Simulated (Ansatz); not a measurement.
# PbO (model cell, started as wurtzite): from the cell to its phonons, part 2 of 2

How does PbO (model cell, started as wurtzite) vibrate, and is this structure a minimum?

Ansatz 0.2.0; DFT PBEsol, scalar-relativistic, plane waves, PAW.

So far. Step 3 (Tight relaxation): The largest force component left is 0.38 meV/Å and the pressure is 0.004 GPa, within the tolerances set. The cell now holds 21.08 Å³/atom. Step 4 (Zone-centre response): Before it was imposed, the acoustic sum rule was missed by 5.2e-5 eV/Å² and the charge sum rule by 0.014 e. Small misses are needed for a sound result but don't prove that mesh and cutoff are converged. The lowest optical mode is real, 55.4 cm⁻¹. The relaxed cell has a = 4.171, c = 5.598 Å (conventional setting).

The structure was built from a prototype and need not be the compound's stable phase.

## 5. The dispersion (continued)

Phonopy on the run's constants, 15x15x11 mesh, Gaussian sigma 4.1 cm-1. Interpolated from a 3×3×2 q mesh. Table of partial phonon density of states by wavenumber; read off at these points; values in 1/cm⁻¹/cell:

```csv
wavenumber (cm⁻¹),O,Pb
-160.0,4.2e-4,0
-150.0,0.00168,1.0e-5
-140.0,0.00245,3.3e-5
-130.0,0.00337,7.9e-5
-120.0,0.00299,1.1e-4
-110.0,0.00437,2.8e-4
-100.0,0.00413,3.8e-4
-90.0,0.00537,6.7e-4
-80.0,0.00377,7.3e-4
-70.0,0.00652,0.00203
-67.8,0.00654,0.00219
-60.0,0.00436,0.00197
-50.0,0.00444,0.00334
-40.0,0.00348,0.00415
-30.0,0.00502,0.00959
-20.0,0.00472,0.0148
-10.0,0.00372,0.0154
0.0,0.00146,0.00626
10.0,0.00359,0.0153
20.0,0.00571,0.0284
30.0,0.00488,0.0295
40.0,0.00674,0.0509
48.5,0.00663,0.0639
50.0,0.00680,0.0634
60.0,0.00759,0.0479
70.0,0.00299,0.0180
80.0,9.5e-4,0.0123
90.0,0.00120,0.0250
100.0,0.00469,0.0791
106.7,0.0071,0.101
110.0,0.00705,0.0895
120.0,0.00525,0.0190
130.0,0.00702,0.00612
140.0,0.00997,0.00636
150.0,0.0147,0.00741
160.0,0.0172,0.00660
170.0,0.0177,0.00503
180.0,0.0185,0.00412
190.0,0.0178,0.00330
200.0,0.0175,0.00265
210.0,0.0196,0.00253
220.0,0.0207,0.00229
230.0,0.0299,0.00290
240.0,0.0468,0.00397
244.8,0.0578,0.00473
250.0,0.0436,0.00354
260.0,0.00535,4.3e-4
270.0,0.00152,8.2e-5
280.0,0.00263,1.2e-4
290.0,0.00373,1.3e-4
300.0,0.00606,1.7e-4
310.0,0.0122,2.2e-4
320.0,0.0296,4.4e-4
324.7,0.0339,6.2e-4
330.0,0.0309,7.2e-4
340.0,0.0285,7.5e-4
350.0,0.0364,0.00105
357.4,0.0433,0.00127
360.0,0.0360,0.00114
370.0,0.00587,3.4e-4
380.0,0.00124,9.0e-5
390.0,1.3e-4,1.1e-5
400.0,0,0
```

Symmetry leaves 6 wavevectors to solve. The lowest mode among them, the acoustic zeros apart, lies at q = (0.333, 0.333, 0) and is imaginary, 159.6i cm⁻¹, so the energy falls along it.

## 6. Another isotope, element O, natural mass 15.999 amu

An isotope changes the mass and not the force constants, so no new electronic calculation is needed; the shifts show which modes move this element.

The same force constants with the mass of O changed from 15.999 to 17.999 u (phonopy, no LO-TO term). Both lists are sorted by frequency; levels can cross, so a row need not hold one and the same mode. Modes under 3 cm⁻¹ are left out. Isotope shifts, by row, the first 40 of 45 rows:

```
            q  rank  natural mass (cm⁻¹)  changed mass (cm⁻¹)
        0 0 0     4                55.42                55.11
        0 0 0     5                55.42                55.11
        0 0 0     6                109.2                108.8
        0 0 0     7                207.9                197.1
        0 0 0     8                207.9                197.1
        0 0 0     9                243.4                230.5
        0 0 0    10                250.9                237.6
        0 0 0    11                263.1                249.2
        0 0 0    12                263.1                249.2
     0 0 -0.5     1                38.53                38.34
     0 0 -0.5     2                38.53                38.34
     0 0 -0.5     3                38.53                38.34
     0 0 -0.5     4                38.53                38.34
     0 0 -0.5     5                68.85                68.57
     0 0 -0.5     6                68.85                68.57
     0 0 -0.5     7                240.6                  228
     0 0 -0.5     8                240.6                  228
     0 0 -0.5     9                240.6                  228
     0 0 -0.5    10                240.6                  228
     0 0 -0.5    11                356.3                337.3
     0 0 -0.5    12                356.3                337.3
   0 0.3333 0     1               -50.26               -48.84
   0 0.3333 0     2                35.21                 34.7
   0 0.3333 0     3                35.93                35.38
   0 0.3333 0     4                50.66                49.77
   0 0.3333 0     5                89.58                 89.3
   0 0.3333 0     6                105.2                  105
   0 0.3333 0     7                115.4                112.8
   0 0.3333 0     8                143.3                139.2
   0 0.3333 0     9                  206                195.7
   0 0.3333 0    10                236.3                223.9
   0 0.3333 0    11                303.9                286.7
   0 0.3333 0    12                326.6                308.6
0 0.3333 -0.5     1                25.28                24.95
0 0.3333 -0.5     2                25.28                24.95
0 0.3333 -0.5     3                45.42                45.23
0 0.3333 -0.5     4                45.42                45.23
0 0.3333 -0.5     5                106.7                106.5
0 0.3333 -0.5     6                106.7                106.5
0 0.3333 -0.5     7                167.5                  160
```

A mode of this element alone would shift by -5.72 %. The highest zone-centre frequency without the field goes from 263.1 to 249.2 cm⁻¹ (-5.3 %). The product of the frequency ratios over all optical modes at Γ is 0.712; the product rule, (m/m′)^(3k/2) (M′/M)^(3/2) with k = 2 such atoms and M the mass of the cell, gives 0.712.

## 7. Another isotope, element Pb, natural mass 207.2 amu

The same for Pb, from 207.20 to 203.97 u.

A mode of this element alone would shift by +0.79 %. The highest zone-centre frequency without the field goes from 263.1 to 263.3 cm⁻¹ (+0.1 %). The product of the frequency ratios over all optical modes at Γ is 1.026; the product rule, (m/m′)^(3k/2) (M′/M)^(3/2) with k = 2 such atoms and M the mass of the cell, gives 1.026.

## 8. Results

- space group after relaxation (within 0.01 Å): P6_3mc
- volume per atom: 21.1 Å³
- gap on the k-mesh: 1.80 eV
- highest optical mode at the zone centre (no LO-TO term): 263 cm⁻¹
- top of the zone-centre spectrum with the field: 387 cm⁻¹
- lowest optical zone-centre mode: 55.4 cm⁻¹
- mean high-frequency dielectric constant: 7.50
- mean static dielectric constant: 15.7
- largest Born charge (third of the trace): 2.58 e
- lowest mode on the q mesh (acoustic modes at Γ apart): -160 cm⁻¹
- highest frequency on the path or at a solved wavevector: 387 cm⁻¹
- imaginary modes on the 3×3×2 q mesh: yes

In words: Modes are clearly imaginary (beyond 10i cm⁻¹) at 3 of the 6 irreducible wavevectors, most at q = (0.333, 0.333, 0) (159.6i cm⁻¹), so this structure is not a minimum of the energy. Without the field, the optical modes at Γ span 55 to 263 cm⁻¹. The highest mode in this list at Γ, 263.1 cm⁻¹, is mostly motion of O (93 % of the kinetic energy). With the macroscopic field of the longitudinal modes the top of the zone-centre spectrum lies at 387 cm⁻¹, against 263 cm⁻¹ without it. Lattice motion raises the mean dielectric constant from 7.504 to 15.70. The strongest infrared line is at 263 cm⁻¹. Averaged over orientations, the strongest Raman line at 532 nm and 300 K is at 208 cm⁻¹, among the modes without the field; their longitudinal partners can be Raman active too. The tensors are the static, non-resonant ones, while 532 nm light (2.33 eV) lies above the computed gap. With the field response the log warns that the k mesh is coarse for the force constants too, so the frequencies may not be converged. The program warns that the interpolation holds no quadrupole term, so branches close to Γ can be off in this crystal. Spin-orbit coupling is left out, which can matter for the heavy elements here. The starting cell was built on a prototype and not taken from a measurement, so the phase need not exist. These are harmonic frequencies at zero temperature: anharmonic shifts, linewidths and thermal expansion are left out.

[Logs are printed without paths, hosts, clocks, repeated set-up lines and the standing remarks that a program may print on its own settings, such as how far it seeks lower states.]

[Hosts, paths, dates, database ids (printed as entryN), source tags and the programs' standing remarks are cut or masked in the printed files.]
